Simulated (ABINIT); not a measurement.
# A GW run on Y2Ti2S2O5 (I4/mmm) in ABINIT, with inputs changed, part 2 of 2

Aim: change inputs of a GW run on Y2Ti2S2O5 (I4/mmm) and see what moves.

ABINIT 10.8.3; LDA and many-body steps on it, plane waves. Known limits of the many-body steps: not at the basis limit; no spin-orbit coupling.

So far. Step 5 (No symmetry in the self-energy): Against G0W0 in ABINIT (4×4×4 mesh, 99 bands, screening to 87.1 eV, Godby-Needs plasmon pole), the gap moves by +0.000 eV. Step 6 (Broadening of the poles): Against G0W0 in ABINIT (4×4×4 mesh, 99 bands, screening to 87.1 eV, Godby-Needs plasmon pole), the gap moves by +0.000 eV.

## (7) Fewer bands in the self-energy

Level of this step: G0W0 on LDA, plane waves, norm-conserving pseudopotentials (ABINIT).

Contents of run.abi:

```
acell 3*1.0 Angstrom
rprim 
  -1.898002000000 1.898002000000 11.545330000000
  1.898002000000 -1.898002000000 11.545330000000
  1.898002000000 1.898002000000 -11.545330000000
ntypat 4
znucl 39 22 16 8
natom 11
typat 1 1 2 2 3 3 4 4 4 4 4
xred 
  0.666698000000 0.666698000000 0.000000000000
  0.333302000000 0.333302000000 0.000000000000
  0.921493000000 0.921493000000 0.000000000000
  0.078507000000 0.078507000000 0.000000000000
  0.794752000000 0.794752000000 0.000000000000
  0.205248000000 0.205248000000 0.000000000000
  0.000000000000 0.000000000000 0.000000000000
  0.900805000000 0.400805000000 0.500000000000
  0.599195000000 0.099195000000 0.500000000000
  0.400805000000 0.900805000000 0.500000000000
  0.099195000000 0.599195000000 0.500000000000
pp_dirpath "pseudos"
pseudos "Y.upf, Ti.upf, S.upf, O.upf"
ecut 38
ngkpt 4 4 4
nshiftk 1
shiftk 0 0 0
kptopt 1
chksymbreak 0
istwfk *1
occopt 1
irdwfk 1
optdriver 4
nband 54
gwcalctyp 0
ecutsigx 38
symsigma 1
nkptgw 1
kptgw 
  0.0000000000 0.0000000000 0.0000000000
bdgw 
  43 46
ecuteps 3.2
irdscr 1
ppmodel 1
indata_prefix "in"
outdata_prefix "out"
tmpdata_prefix "tmp"
gwmem 00
```

On the command line:

```
$ OMP_NUM_THREADS=1 mpirun -n 16 abinit run.abi > log
```

The log of the run:

```text
.Version 10.8.3 of ABINIT. v10.8.2 released Aug 2026.

 Symmetries : space group I4/m m m (#139); Bravais tI (body-center tetrag.)
[... echo of the input left out ...]
== DATASET  1 ==================================================================
-   mpi_nproc: 16, omp_nthreads: 1 (-1 if OMP is not activated)

--- !DatasetInfo
iteration_state: {dtset: 1, }
dimensions: {natom: 11, nkpt: 13, mband: 54, nsppol: 1, nspinor: 1, nspden: 1, mpw: 12636, }
cutoff_energies: {ecut:  38.0, pawecutdg:  -1.0, }
electrons: {nelect:   8.80000000E+01, charge:   0.00000000E+00, occopt:   1.00000000E+00, tsmear:   1.00000000E-02, }

 SIGMA: Calculation of the GW corrections

 Based on a program developped by R.W. Godby, V. Olevano, G. Onida, and L. Reining.
 Incorporated in ABINIT by V. Olevano, G.-M. Rignanese, and M. Torrent.
.Using double precision arithmetic ; gwpc =  8

[... cell and pseudopotentials left out ...]
--------------------------------------------------------------------------------

 ==== K-mesh for the wavefunctions ====
 Number of points in the irreducible wedge :    13
[... list of points left out ...]
 Together with 16 symmetry operations and time-reversal symmetry
 yields    64 points in the full Brillouin Zone.

 ==== Q-mesh for screening function ====
 Number of points in the irreducible wedge :    13
[... list of points left out ...]
 Together with 16 symmetry operations and time-reversal symmetry
 yields    64 points in the full Brillouin Zone.

 vcoul_init : cutoff-mode = AUXILIARY_FUNCTION
 q-points for optical limit:   1
     1)      0.000010    0.000020    0.000030
 setmesh: FFT mesh size selected  =    72x   72x   72
          total number of points  =       373248

 Number of electrons calculated from density =   88.0000; Expected =   88.0000
[...]
number of k-points in IBZ                          13
 number of q-points in IBZ                          13
 number of symmetry operations                      16
 number of k-points in BZ                           64
 number of q-points in BZ                           64
 number of frequencies for dSigma/dE                 9
 frequency step for dSigma/dE [eV]                0.25
 number of omega for Sigma on real axis              0
 max omega for Sigma on real axis  [eV]           0.00
 zcut for avoiding poles [eV]                     0.10

 EPSILON^-1 parameters (SCR file):
 dimension of the eps^-1 matrix on file            301
 dimension of the eps^-1 matrix used               301
 number of plane-waves for wavefunctions         12497
 number of bands                                    99
 number of q-points in IBZ                          13
 number of frequencies                               2
 number of real frequencies                          1
 number of imag frequencies                          1

 matrix elements of self-energy operator (all in [eV])

 Perturbative Calculation

--- !SelfEnergy_ee
iteration_state: {dtset: 1, }
kpoint     : [   0.000,    0.000,    0.000, ]
spin       : 1
KS_gap     :    0.711
QP_gap     :    1.987
Delta_QP_KS:    1.277
data: !SigmaeeData |
     Band     E0 <VxcDFT>   SigX SigC(E0)      Z dSigC/dE  Sig(E)    E-E0       E
       43   5.641 -13.694 -17.305   4.777   0.820  -0.219 -12.738   0.956   6.597
       44   5.641 -13.694 -17.305   4.777   0.820  -0.219 -12.738   0.956   6.597
       45   6.352 -19.398 -11.474  -4.975   0.757  -0.321 -17.165   2.233   8.584
       46   6.376 -19.457 -11.496  -5.002   0.756  -0.322 -17.219   2.238   8.614

== END DATASET(S) ==============================================================
================================================================================

 -outvars: echo values of variables after computation  --------
           etotal      0.0000000000E+00
            nband          54
             nkpt          13
          spgroup         139
 [... the other variables as echoed above ...]

 Calculation completed.
```

It took 10 s on 16 MPI ranks of Arm Neoverse V2, shared host; peak memory 6.8 GiB.

Numbers from this step:

| Item | Value |
| --- | --- |
| G0W0 gap on the points computed | 1.987 eV |
| starting gap on the mesh | 0.7108 eV |
| k of the valence top | 0, 0, 0 |
| k of the conduction bottom | 0, 0, 0 |
| Z at the valence top | 0.82 |
| Z at the conduction bottom | 0.757 |
| least direct G0W0 gap on the computed points | 1.987 eV |

## (8) More bands than the file holds

run.abi: that of step 7 with these lines changed.

```diff
@@ -33,3 +33,3 @@
 optdriver 4
-nband 54
+nband 297
 gwcalctyp 0
```

The log of the run:

```text
.Version 10.8.3 of ABINIT. v10.8.2 released Aug 2026.

 Symmetries : space group I4/m m m (#139); Bravais tI (body-center tetrag.)
================================================================================
 Values of the parameters that define the memory need of the present run
     intxc =       0    ionmov =       0      iscf =       7    lmnmax =       6
     lnmax =       6     mgfft =     128  mpssoang =       3    mqgrid =    3001
     natom =      11  nloc_mem =       1    nspden =       1   nspinor =       1
    nsppol =       1      nsym =      16    n1xccc =    2501    ntypat =       4
    occopt =       1   xclevel =       1
-    mband =         297        mffmem =           1         mkmem =           1
       mpw =       12636          nfft =     2097152          nkpt =          13
================================================================================
  Rough estimation (10% accuracy) of disk space for files :
================================================================================

--------------------------------------------------------------------------------
------------- Echo of variables that govern the present computation ------------
--------------------------------------------------------------------------------
 -outvars: echo values of preprocessed input variables --------
            acell      1.8897261259E+00  1.8897261259E+00  1.8897261259E+00 Bohr

             bdgw          43      46
      chksymbreak           0
             ecut      3.80000000E+01 Hartree
          ecuteps      3.20000000E+00 Hartree
         ecutsigx      3.80000000E+01 Hartree
          ecutwfn      3.80000000E+01 Hartree
-          fftalg         312
            gwmem           0
           irdscr           1
           irdwfk           1

[...]
--- Pseudopotential description ------------------------------------------------
- Y Generated using ONCVPSP code by D. R. Hamann
- 39.00000  11.00000  180309                  znucl, zion, pspdat
12 -1012 2 -1 1724                            pspcod,pspxc,lmax,lloc,mmax
     nproj     2     2     2
  pspatm : epsatm=   18.49213021
         --- l  ekb(1:nproj) -->
[...]
pspatm: atomic psp has been read  and splines computed

- Ti Generated using ONCVPSP code by D. R. Hamann
- 22.00000  12.00000  180309                  znucl, zion, pspdat
12 -1012 2 -1 1568                            pspcod,pspxc,lmax,lloc,mmax
     nproj     2     2     2
  pspatm : epsatm=   14.84363209
         --- l  ekb(1:nproj) -->
[...]
pspatm: atomic psp has been read  and splines computed

- S Generated using ONCVPSP code by D. R. Hamann
- 16.00000   6.00000  180309                  znucl, zion, pspdat
12 -1012 2 -1 1132                            pspcod,pspxc,lmax,lloc,mmax
     nproj     2     2     2
  pspatm : epsatm=    8.64647033
         --- l  ekb(1:nproj) -->
[...]
pspatm: atomic psp has been read  and splines computed

- O Generated using ONCVPSP code by D. R. Hamann
-  8.00000   6.00000  201201                  znucl, zion, pspdat
12 -1012 2 -1 926                             pspcod,pspxc,lmax,lloc,mmax
     nproj     2     2     1
  pspatm : epsatm=    6.27558587
         --- l  ekb(1:nproj) -->
             0    6.026028    0.816167
             1   -4.798959   -1.172522
             2   -1.033686
 pspatm: atomic psp has been read  and splines computed

   1.01501307E+04                                ecore*ucvol(ha*bohr**3)
--------------------------------------------------------------------------------

--- !ERROR
message: |
    Number of bands stored WFK file is less than required.
    WFK mband: 107, self-energy nband: 297

--- !ERROR
message: |
    Number of bands stored WFK file is less than required.
    WFK mband: 107, self-energy nband: 297

--- from the log ---
Number of bands stored WFK file is less than required.
    WFK mband: 107, self-energy nband: 297
```

It took 3 s on 16 MPI ranks; peak memory 0.06 GiB.

The run stopped with an error after 3 s.

The program's words: Number of bands stored WFK file is less than required. WFK mband: 107, self-energy nband: 297

The fault put into this input: more bands than the file holds.

## (9) Side by side

Times are wall times on 16 MPI ranks of Arm Neoverse V2, shared host, good to a factor of about two. A run's time includes the screening step that it read.

| run | mesh | bands | screening cutoff (eV) | DFT gap (eV) | gap on the mesh (eV) | direct (eV) | ε∞ used | time |
| --- | --- | --- | --- | --- | --- | --- | --- | --- |
| base | 4×4×4 | 99 | 87.1 | 0.711 | 2.873 | 2.873 | 6.88 | 18 min |
| exchange cutoff | 4×4×4 | 99 | 87.1 | 0.711 | 2.870 | 2.870 | 6.88 | 18 min |
| no symmetry in the self-energy | 4×4×4 | 99 | 87.1 | 0.711 | 2.873 | 2.873 | 6.88 | 18 min |
| broadening of the poles | 4×4×4 | 99 | 87.1 | 0.711 | 2.873 | 2.873 | 6.88 | 18 min |
| fewer bands in the self-energy | 4×4×4 | 54 | 87.1 | 0.711 | 1.987 | 1.987 | 6.88 | 18 min |

## (10) Summary of results

| Property | Result |
| --- | --- |
| base | 2.873 eV |
| exchange cutoff | 2.870 eV |
| no symmetry in the self-energy | 2.873 eV |
| broadening of the poles | 2.873 eV |
| fewer bands in the self-energy | 1.987 eV |
| known limits | not at the basis limit; no spin-orbit coupling |

What this shows: Exchange cutoff: −0.003 eV against base (keys changed: ecutsigx). No symmetry in the self-energy: no change against base (keys changed: symsigma). Broadening of the poles: no change against base (keys changed: zcut). Fewer bands in the self-energy: −0.886 eV against base (keys changed: nband). Bands and cutoff are finite, so the gap is not at the basis limit. The miss can reach some tenths of an eV and take either sign; the mesh is an error of its own. In the G0W0 runs levels were corrected at 1 k point alone, so a gap called «on the mesh» is the least over those, and an edge elsewhere would be missed. The many-body steps are scalar-relativistic: spin-orbit coupling is not in them.

[Paths, hosts, dates, memory and timing lines, banners, echoed tables and standing remarks are left out of the program output.]

[Logs are printed without paths, hosts, clocks, repeated set-up lines and the standing remarks that a program may print on its own settings, such as how far it seeks lower states.]

[Runs of the session that timed out or met a known fault of the program may be left out.]

[Hosts, paths, dates, database ids (printed as entryN), source tags and the programs' standing remarks are cut or masked in the printed files.]

[G0W0 gaps are taken among the corrected bands and points alone; a level outside them can change the order at an edge.]

[Where Ansatz stands beside ABINIT at settings called matched, ABINIT's density can come from a denser mesh and the files from another edition; pairs whose starting gaps differed by over 0.03 eV were left out, so agreement reads better than it is.]
